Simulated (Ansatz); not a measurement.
## What Sc (model cell, started as body-centred cubic) distorts into

Aim: this structure of Sc (model cell, started as body-centred cubic) is to be tested for unstable modes, and one is followed downhill.

Main program and level: Ansatz 0.2.0; DFT LDA, scalar-relativistic, plane waves, PAW; PAW set soft_1.

This is not the structure that Sc takes at ambient pressure and room temperature (hexagonal, No. 194); it is a model or a phase of other conditions.

## Step 1: The structure

It takes space group Im-3m (No. 229, cubic). The conventional cell has a = 3.566 Å, b = 3.566 Å, c = 3.566 Å, α = 90.00°, β = 90.00°, γ = 90.00°. Nearest to Sc lie 8 Sc at 3.09 Å.

## Step 2: The dispersion

The cell comes from relaxations at this level that are not shown. Stability and thermal properties need the whole zone. Linear response on a 4×4×4 q mesh gives force constants as far as a supercell of that size would.

The input, input.yaml:

```yaml
crystal:
  lattice:
    - [-1.7829656149, 1.7829656149, 1.7829656149]
    - [1.7829656149, -1.7829656149, 1.7829656149]
    - [1.7829656149, 1.7829656149, -1.7829656149]
  atoms:
    - { symbol: Sc, position: [0.0, 0.0, 0.0] }
kpoints:
  mp_grid: { grid: [16, 16, 16] }
hamiltonian:
  xc: lda
  pseudopotentials: { kind: paw, azcp: { folder: soft_1 }, xc_functional: pbe }
scf:
  occupations: { method: methfessel_paxton, width: 0.2 }
output:
  eigenvalues: true
phonons:
  method: dfpt
  qmesh: [4, 4, 4]
  temperatures: { t_max: 1000, t_step: 50 }
  qpath:
    path:
      - [[0.0, 0.0, 0.0], [0.5, -0.5, 0.5], [0.0, 0.0, 0.5], [0.0, 0.0, 0.0], [0.25, 0.25, 0.25], [0.5, -0.5, 0.5]]
      - [[0.25, 0.25, 0.25], [0.0, 0.0, 0.5]]
    npoints: 10
```

Started as:

```
$ ansatz run input.yaml --threads 4 --pin off --max-ram 16384MiB --backend cpu --events-out ev --progress --plain --runs-dir out
```

Numbers of over 12 decimals in the logs are rounded to 6 here.

Log:

```text
Engine: ansatz 0.2.0, x86_64-unknown-linux-gnu
Pseudopotentials: kind: paw
Pseudopotential: Sc, paw, valence charge 11, recommended cutoff 420 eV (normal), soft_1/Sc.paw.azcp
Functional definition: SPW92
  exchange = slater_x
  correlation = pw_c
Crystal: 1 atoms, lattice volume = 22.672 Å³
Basis set: ecut = 420 eV, 429 PW (Γ), exchange–correlation on 48×48×48 points (8 copies of the dense FFT grid, shifted against one another)
Bands: 10, of which v1, the nominal top of the filled ones, is band 6 counted from 1 (5 counted from 0)
Symmetry: 48 space group operations
k-points: 145 of 4096
Non-local potential: Sc, projectors of the file, l = 0: 3, l = 1: 2, l = 2: 3, l = 3: 1
PAW form: soft (Blöchl's): semilocal exchange-correlation on the pseudo side does not see the compensation charge
PAW frozen core: Sc, regenerated for the run's functional, and the local potential with it (the file was generated under x = pbe(κ = 0.804, μ = 0.219515), c = pbe(β = 0.066725))
PAW one-centre angular grid: Sc, 590 points (default); XC on 64 Gauss nodes
Initial density: superposition of atomic densities (chi_scale 0.1, normalization cell)
Initial wavefunctions: pseudopotential atomic-orbital guess
Functional: x = slater, c = lda
SCF iter   1: F=—  HF=-2088.961437 eV  |F-HF|=—  |Δ(HF+E_count)|=         —  Δρ=2.68e-2  dr2=1.94e-1  ethr=3.10e-3  ⟨swp⟩=4.1  Hψ=6958  notcnv=0
preconditioner: auto → none  [metal: Δε(μ)=0.015 eV  Ē_g=4.303 eV  σ=0.200 eV  W_gap=0.06  n_scr=0 (ndim 8)  ℏωp=13.5 eV  f_vac=0.000  D(μ)=2.42/eV (n_scr^D=42)]
SCF iter   2: F=—  HF=-2088.895942 eV  |F-HF|=—  |Δ(HF+E_count)|=   6.55e-2  S|Δr|=    0.00e0  Δρ=6.74e-3  dr2=5.42e-3  ethr=1.76e-3  ⟨swp⟩=2.9  Hψ=3738  notcnv=0  defer=17
SCF iter   3: F=—  HF=-2088.893699 eV  |F-HF|=—  |Δ(HF+E_count)|=   2.24e-3  S|Δr|=    0.00e0  Δρ=2.89e-3  dr2=1.25e-3  ethr=4.92e-5  ⟨swp⟩=2.6  Hψ=2244  notcnv=0  defer=17
SCF iter   4: F=—  HF=-2088.893373 eV  |F-HF|=—  |Δ(HF+E_count)|=   3.25e-4  S|Δr|=    0.00e0  Δρ=1.23e-3  dr2=2.20e-4  ethr=1.13e-5  ⟨swp⟩=1.0  Hψ=1433  notcnv=0  defer=17
SCF iter   5: F=—  HF=-2088.893300 eV  |F-HF|=—  |Δ(HF+E_count)|=   7.38e-5  S|Δr|=    0.00e0  Δρ=2.63e-4  dr2=9.54e-6  ethr=2.00e-6  ⟨swp⟩=1.2  Hψ=1488  notcnv=0  defer=17
SCF iter   6: F=—  HF=-2088.893296 eV  |F-HF|=—  |Δ(HF+E_count)|=   3.86e-6  S|Δr|=    0.00e0  Δρ=2.89e-5  dr2=1.09e-7  ethr=8.67e-8  ⟨swp⟩=1.6  Hψ=1593  notcnv=0  defer=17
SCF iter   7: F=—  HF=-2088.893296 eV  |F-HF|=—  |Δ(HF+E_count)|=   9.97e-8  S|Δr|=    0.00e0  Δρ=1.62e-6  dr2=3.46e-10  ethr=9.90e-10  ⟨swp⟩=2.1  Hψ=2115  notcnv=0  defer=17
SCF iter   8: F=-2088.893296 eV  HF=-2088.893296 eV  |F-HF|=4.55e-13  |Δ(HF+E_count)|=  1.38e-10  S|Δr|=    0.00e0  Δρ=4.57e-8  dr2=2.72e-13  ethr=1.00e-12  ⟨swp⟩=3.4  Hψ=6046  notcnv=0
SCF 1 converged in 8 iterations: F = -2088.893296 eV  dr2 = 2.72e-13
  greatest PAW one-centre occupation: 0.998 electrons in one spin orbital (limit 2), on the Sc atom at site 0 (counted from 0), in its partial waves of l = 0
NSCF: frozen V_eff on 145 k-points
NSCF: frozen V_eff on 349 k-points
DFPT response loops at q = (0, 0, 0) (fractional): preconditioner auto → Kerker (q_TF=auto, 2.418 Å⁻¹) (partly filled bands, converged f_vac=0.000); β = 1.00, the filter's whole step (`scf.mixing.beta` (0.50) is not read by the response loops under this deck's `scf.mixing.preconditioner`; to damp them name `kerker` or `kerker_dos`, under which they read `scf.mixing.beta`, and type it under 1.00, their step now; both keys bind the ground state too); Broyden in place of MSR1
NSCF: frozen V_eff on 4352 k-points
DFPT response loops at q = (0, 0, 0.25) (fractional): mixed as the last ones told, above
NSCF: frozen V_eff on 2196 k-points
DFPT response loops at q = (0, 0, -0.5) (fractional): mixed as the last ones told, above
NSCF: frozen V_eff on 8192 k-points
DFPT response loops at q = (0, 0.25, 0.25) (fractional): mixed as the last ones told, above
NSCF: frozen V_eff on 1178 k-points
DFPT response loops at q = (0.25, 0.25, 0.25) (fractional): mixed as the last ones told, above
NSCF: frozen V_eff on 2320 k-points
DFPT response loops at q = (0.25, 0.25, -0.25) (fractional): mixed as the last ones told, above
NSCF: frozen V_eff on 4352 k-points
DFPT response loops at q = (0.25, -0.5, -0.5) (fractional): mixed as the last ones told, above
NSCF: frozen V_eff on 698 k-points
DFPT response loops at q = (-0.5, -0.5, -0.5) (fractional): mixed as the last ones told, above
SCF converged after 8 iterations
Stability not checked: this state was not tested for a lower state beside it, because cold or Methfessel-Paxton smearing, or corrected tetrahedra, fill the levels in a way that the test cannot read (fill_not_monotonic; see scf.lower_state_search)
Free energy (F): -2088.893296 eV
Harris-Foulkes:  -2088.893296 eV  (|F-HF|=4.55e-13)
Internal energy: -2088.891240 eV  (E = F + TS)
E sigma→0 (E₀):  -2088.892782 eV
Entropy (-TS):   -0.002055 eV (-2.055 meV/atom)
Fermi energy:    9.946245 eV
--- Per-component energies (eV) ---
  E_band       = -158.752261
  E_kinetic    = 207.639584
  E_local      = -815.255717  (includes V_loc(G=0)·N_el)
  E_nonlocal   = 146.849890
  E_hartree    = 290.418485
  E_xc         = -84.708040
  E_vxc        = -104.760690  (∫ρ·V_xc dr)
  E_paw        = -945.053668  (= ΣΔE_a)
  E_vpaw       = -174.062320  (= ΣTr[D̂ρ^β])
  E_aug_tail   = 0.000029  (compensation charges beyond the density's cutoff)
  E_ewald      = -889.086727
  E_core_change = 0.304923  (= ΣΔE_core)
  E_smearing   = -0.002055  (= −TS)
  E_closure    = -0.000000  (closes the sum)
  Σ components = -2088.893296   (vs F -2088.893296, Δ=0.00e0)
--- Band table (eV; the first three rows and the last of 145) ---
  k-point 0: bands = ["-38.9330", "-17.5455", "-17.5455", "-17.5455", "4.5999", "11.4295", "11.4295", "11.4295", "13.0368", "13.0368"]
  k-point 1: bands = ["-38.9295", "-17.5669", "-17.5521", "-17.5456", "4.7131", "11.3709", "11.4088", "11.5161", "12.9654", "13.0396"]
  k-point 2: bands = ["-38.9192", "-17.6274", "-17.5708", "-17.5459", "5.0437", "11.2091", "11.3164", "11.7706", "12.8184", "13.0516"]
  k-point 144: bands = ["-38.7706", "-17.9166", "-17.9166", "-17.9166", "8.5312", "8.5312", "14.1549", "14.1549", "14.1549", "16.6600"]
--- Phonons (Γ-DFPT): 1 representative perturbation + reference (Σ response iterations 3) ---
  ASR residual: 1.295e-5 → 0.000e0 eV/Å²; symmetrization residual: 7.579e-13 eV/Å²
  ASR residual per site (eV/Å²): 1.29e-5
  Γ frequencies (cm⁻¹): 0.00 0.00 0.00
--- Phonons (arbitrary-q DFPT): 8 irreducible q on the 4×4×4 mesh ---
  q = [0.0000, 0.0000, 0.0000] (star 1, of the zone-centre solve; hermiticity 6.61e-9, symmetrization 5.85e-8): -0.00 0.00 0.00
  q = [0.0000, 0.0000, 0.2500] (star 12, 2 solved perturbations in 3336 linear systems a pass and spin channel, the states on 2176 of 4096 k-point pairs; hermiticity 3.67e-13, symmetrization 1.41e-12): -64.81 83.48 140.62
  q = [0.0000, 0.0000, -0.5000] (star 6, 2 solved perturbations in 1719 linear systems a pass and spin channel, the states on 1098 of 4096 k-point pairs; hermiticity 4.10e-14, symmetrization 3.06e-13): -105.94 128.50 192.70
  q = [0.0000, 0.2500, 0.2500] (star 24, 2 solved perturbations in 6272 linear systems a pass and spin channel, the states on 4096 of 4096 k-point pairs; hermiticity 4.04e-7, symmetrization 1.07e-13): -85.93 145.81 189.84
  q = [0.2500, 0.2500, 0.2500] (star 2, 1 solved perturbation on 589 of 4096 k-point pairs; hermiticity 6.76e-14, symmetrization 1.00e-12): 157.55 157.55 157.55
  q = [0.2500, 0.2500, -0.2500] (star 6, 2 solved perturbations in 1808 linear systems a pass and spin channel, the states on 1160 of 4096 k-point pairs; hermiticity 2.93e-13, symmetrization 3.56e-13): 65.65 122.39 122.39
  q = [0.2500, -0.5000, -0.5000] (star 12, 2 solved perturbations in 3336 linear systems a pass and spin channel, the states on 2176 of 4096 k-point pairs; hermiticity 1.79e-13, symmetrization 1.17e-13): 92.41 173.40 210.12
  q = [-0.5000, -0.5000, -0.5000] (star 1, 1 solved perturbation on 349 of 4096 k-point pairs; hermiticity 1.26e-13, symmetrization 1.69e-13): 222.40 222.40 222.40
  sum rule: each row above includes the acoustic sum rule's correction from the zone centre's row sums; it moved no ω² by more than (0.28 cm⁻¹)²
  mesh force constants: q→R imaginary residual 0.00e0; ASR residual 1.295e-5 → 0.000e0 eV/Å²; symmetrization residual 2.220e-15 eV/Å²
  interpolated dispersion: 62 rows × 3 modes
  density of states and harmonic sums: on the 24×24×24 q-mesh, interpolated from the force constants of a 4×4×4 supercell (no non-analytic term)
  largest difference from the sums on the solved wave vectors: F 2.78e-3 eV, S 7.51e-6 and C_V 3.29e-6 eV/K
  zero-point energy: 0.020688 eV/cell   skipped modes (ω ≤ 0): 282, of them read as no rigid motion or as one in doubt: 279 (7.412e-1 modes/cell left out, lowest -105.94 cm⁻¹)   left out of the sums: 2.47e-1 of the cell's modes: C_V's classical limit lies that fraction below 3 k_B per atom; for a crystal, a wire or a layer, F and S can be off by more, and a phonons.interpolated_qmesh denser along its periods is the remedy for the sampling
```

Wall time 77 s (4 threads of Intel Xeon Platinum 8375C at 2.90GHz (Ice Lake), shared host); peak memory 2.3 GiB; 4.7 min of CPU time.

Reading the cycles: dr2 is the Hartree energy of the density residual (eV), the measure of convergence; HF is the Harris–Foulkes estimate of the energy, which meets the free energy F at convergence.

Numbers from this step:

- volume per atom: 22.67 Å³
- gap on the k-mesh: 0 eV
- sum-rule residual before enforcement: 1.29e-5 eV/Å²
- lowest frequency on the path: -105.9 cm⁻¹
- highest frequency on the path or at a solved wavevector: 222.4 cm⁻¹
- lowest mode on the q mesh (acoustic modes at Γ apart): -105.9 cm⁻¹

Frequencies (cm⁻¹) solved at each irreducible wavevector; negative means imaginary. Frequencies by wavevector, by row:

| q in reciprocal lattice units | star | mode 1 | mode 2 | mode 3 |
| --- | --- | --- | --- | --- |
| 0 0 0 | 1 | 0 | 0 | 0 |
| 0 0 0.25 | 12 | -64.8 | 83.5 | 140.6 |
| 0 0 -0.5 | 6 | -105.9 | 128.5 | 192.7 |
| 0 0.25 0.25 | 24 | -85.9 | 145.8 | 189.8 |
| 0.25 0.25 0.25 | 2 | 157.6 | 157.6 | 157.6 |
| 0.25 0.25 -0.25 | 6 | 65.7 | 122.4 | 122.4 |
| 0.25 -0.5 -0.5 | 12 | 92.4 | 173.4 | 210.1 |
| -0.5 -0.5 -0.5 | 1 | 222.4 | 222.4 | 222.4 |

Interpolated from a 4×4×4 q mesh. The phonon branches at the labelled points (cm⁻¹):

| point | branch 1 | branch 2 | branch 3 |
| --- | --- | --- | --- |
| Γ | 0 | 0 | 0 |
| halfway | 66 | 122 | 122 |
| H | 222 | 222 | 222 |
| halfway | 92 | 173 | 210 |
| N | -106 | 128 | 193 |
| halfway | -65 | 84 | 141 |
| Γ | 0 | 0 | 0 |
| halfway | 45 | 45 | 174 |
| P | 158 | 158 | 158 |
| halfway | -61 | 195 | 195 |
| H | 222 | 222 | 222 |
| jump to P | 158 | 158 | 158 |
| halfway | -47 | 154 | 191 |
| N | -106 | 128 | 193 |

The phonon branches as a text plot (rows in cm⁻¹):

```
    216 |          *******                             ****
    202 |         *   **  **                 *        *
    188 |         *     *   ****            * **   ***  *   *****
    175 |        *     * *      *          *     **        *
    161 |        *        *                     *          ***
    147 |       *                *        *            *      *
    133 |               *  ***                 *           *   **
    120 |     **              **  *      *    *  *
    106 |       *               *
     92 |    *           *         *         *              *
     79 |                        *      *             *
     65 |  ** **                  * *       *     *
     51 |  * *                     *       *                 *
     38 | *                         ** *  *
     24 | *                          *  **
     10 |                              *
     -3 |*                           **
    -17 |                 *         *
    -31 |                          *
    -44 |                         *
    -58 |                        *                   *
    -72 |                                          *          *
    -85 |                       *                   *
    -99 |                  *****                               **
         Γ           H       N        Γ         P        H|P    N
```

Symmetry leaves 8 wavevectors to solve. The lowest mode among them, the acoustic zeros apart, lies at q = (0, 0, -0.5) and is imaginary, 105.9i cm⁻¹, so the energy falls along it.

## Step 3: The mode frozen in, largest atomic shift 0 Å

The mode followed lies at q = (0, 0.25, 0.25) with frequency 85.9i cm⁻¹, one of the unstable modes though not the softest. At small amplitude the distorted cell has space group no. 11 by a symmetry search on the positions. The undistorted cell that holds it gives the zero of energy on the same k mesh.

System of this step: Sc (model cell, started as body-centred cubic). It takes space group Im-3m (No. 229, cubic). The conventional cell has a = 3.566 Å, b = 3.566 Å, c = 3.566 Å, α = 90.00°, β = 90.00°, γ = 90.00°. Sc has 8 Sc at 3.09 Å nearest.

input.yaml, the sections that differ from step 2:

```yaml
crystal:
  lattice:
    - [-1.7829656149, 1.7829656149, 1.7829656149]
    - [0.0, -3.5659312298, 3.5659312298]
    - [5.3488968447, 1.7829656149, 1.7829656149]
  atoms:
    - { symbol: Sc, position: [0.0, 0.0, 0.0] }
    - { symbol: Sc, position: [0.75, 0.5, 0.25] }
    - { symbol: Sc, position: [0.5, 0.0, 0.5] }
    - { symbol: Sc, position: [0.25, 0.5, 0.75] }
kpoints:
  mp_grid: { grid: [14, 8, 8] }
output:
  forces: true
  stress: true
  eigenvalues: true
# hamiltonian, scf: as in step 2
# phonons: removed
```

Log:

```text
[...]
Crystal: 4 atoms, lattice volume = 90.688 Å³
Basis set: ecut = 420 eV, 1777 PW (Γ)
Bands: 27, of which v1, the nominal top of the filled ones, is band 22 counted from 1 (21 counted from 0)
Symmetry: 16 space group operations
[...]
k-points: 290 of 896
[...]
k-point 0: bands = [... 18 lower, 8.4520, 8.4520, 9.8140, 9.8140, 10.1353, 10.2882, 10.2882, 10.6641, ... 6 higher]
  k-point 1: bands = [... 18 lower, 8.0966, 8.9598, 9.7016, 10.0136, 10.1310, 10.1364, 10.4054, 10.5795, ... 6 higher]
  k-point 2: bands = [... 18 lower, 8.3137, 9.3474, 9.6827, 9.8829, 10.1247, 10.2837, 10.3730, 10.5392, ... 6 higher]
  k-point 289: bands = [... 18 lower, 8.9287, 8.9287, 9.3170, 9.3170, 10.1353, 10.1353, 10.6641, 10.6641, ... 6 higher]
[key lines of the parts left out:]
SCF converged after 6 iterations
Free energy (F): -8355.573814 eV
Fermi energy:    9.946573 eV
P = ⅓ Tr σ = -0.0064 GPa (-0.064 kbar)
```

The job ended after 9 s (4 threads; peak memory 0.85 GiB).

Numbers from this step:

```yaml
pressure: -0.006370 GPa
energy_from_the_undistorted_cell: 0 meV/atom
```

The run ends at a pressure of -0.01 GPa.

## Step 4: The mode frozen in, largest atomic shift 0.22 Å

The atoms are moved along the unstable eigenvector, the largest shift by 0.22 Å, with the cell fixed.

input.yaml, the sections that differ from step 3:

```yaml
crystal:
  lattice:
    - [-1.7829656149, 1.7829656149, 1.7829656149]
    - [0.0, -3.5659312298, 3.5659312298]
    - [5.3488968447, 1.7829656149, 1.7829656149]
  atoms:
    - { symbol: Sc, position: [0.0656325139, 0.0, -0.0096823877] }
    - { symbol: Sc, position: [0.6843674861, 0.5, 0.2596823877] }
    - { symbol: Sc, position: [0.4343674861, 0.0, 0.5096823877] }
    - { symbol: Sc, position: [0.3156325139, 0.5, 0.7403176123] }
# kpoints, hamiltonian, scf, output: as in step 3
```

Log:

```text
[...]
Crystal: 4 atoms, lattice volume = 90.688 Å³
Basis set: ecut = 420 eV, 1777 PW (Γ)
Bands: 27, of which v1, the nominal top of the filled ones, is band 22 counted from 1 (21 counted from 0)
Symmetry: 4 space group operations
[...]
k-points: 290 of 896
[...]
k-point 0: bands = [... 18 lower, 8.4691, 8.4836, 9.8032, 9.8086, 10.1614, 10.2453, 10.4558, 10.6761, ... 1 higher]
  k-point 1: bands = [... 18 lower, 8.1283, 8.9587, 9.6987, 10.0008, 10.0484, 10.3538, 10.4187, 10.5921, ... 1 higher]
  k-point 2: bands = [... 18 lower, 8.3463, 9.2517, 9.6843, 9.8805, 10.2680, 10.2979, 10.3880, 10.5253, ... 1 higher]
  k-point 289: bands = [... 18 lower, 9.0075, 9.0075, 9.2652, 9.2652, 10.1962, 10.1962, 10.5192, 10.5192, ... 1 higher]
[key lines of the parts left out:]
SCF converged after 7 iterations
Free energy (F): -8355.607214 eV
Fermi energy:    9.869444 eV
P = ⅓ Tr σ = -0.2681 GPa (-2.681 kbar)
```

The job ended after 8.8 s (4 threads; peak memory 0.78 GiB; 33 s of CPU time).

Numbers from this step:

```
pressure                         : -0.2681 GPa
energy from the undistorted cell : -7.886 meV/atom
```

The energy, extrapolated to zero smearing, is -7.89 meV/atom against the undistorted cell.

The run ends at a pressure of -0.27 GPa, with forces up to 0.34 eV/Å.

## Step 5: Energy along the mode, all amplitudes (two of the runs are shown above)

An imaginary frequency means negative curvature, so the energy should fall and then rise again as anharmonic terms take over.

This step gave:

| Item | Value |
| --- | --- |
| depth at the lowest point sampled | 7.886 meV/atom |
| largest atomic shift at that point | 0.22 Å |

Table of energy from the parent by largest atomic shift:

| largest atomic shift (Å) | energy from the parent (meV/atom) |
| --- | --- |
| 0.000 | 0 |
| 0.040 | -0.934 |
| 0.080 | -3.24 |
| 0.140 | -7.02 |
| 0.220 | -7.89 |
| 0.320 | 5.81 |

Displacement at unit largest shift by atom:

| atom | x (Å) | y (Å) | z (Å) | size |
| --- | --- | --- | --- | --- |
| Sc1 | -0.767 | 0.453 | 0.453 | 0.999 |
| Sc2 | 0.767 | -0.453 | -0.453 | 0.999 |
| Sc3 | 0.767 | -0.453 | -0.453 | 0.999 |
| Sc4 | -0.767 | 0.453 | 0.453 | 0.999 |

The lowest of the steps tried is at 0.22 Å, 7.89 meV/atom below the parent; the bottom of the well need not coincide with a step.

(Part 1 of 2 ends here.)

[Logs are printed without paths, hosts, clocks, repeated set-up lines and the standing remarks that a program may print on its own settings, such as how far it seeks lower states.]

[Hosts, paths, dates, database ids (printed as entryN), source tags and the programs' standing remarks are cut or masked in the printed files.]
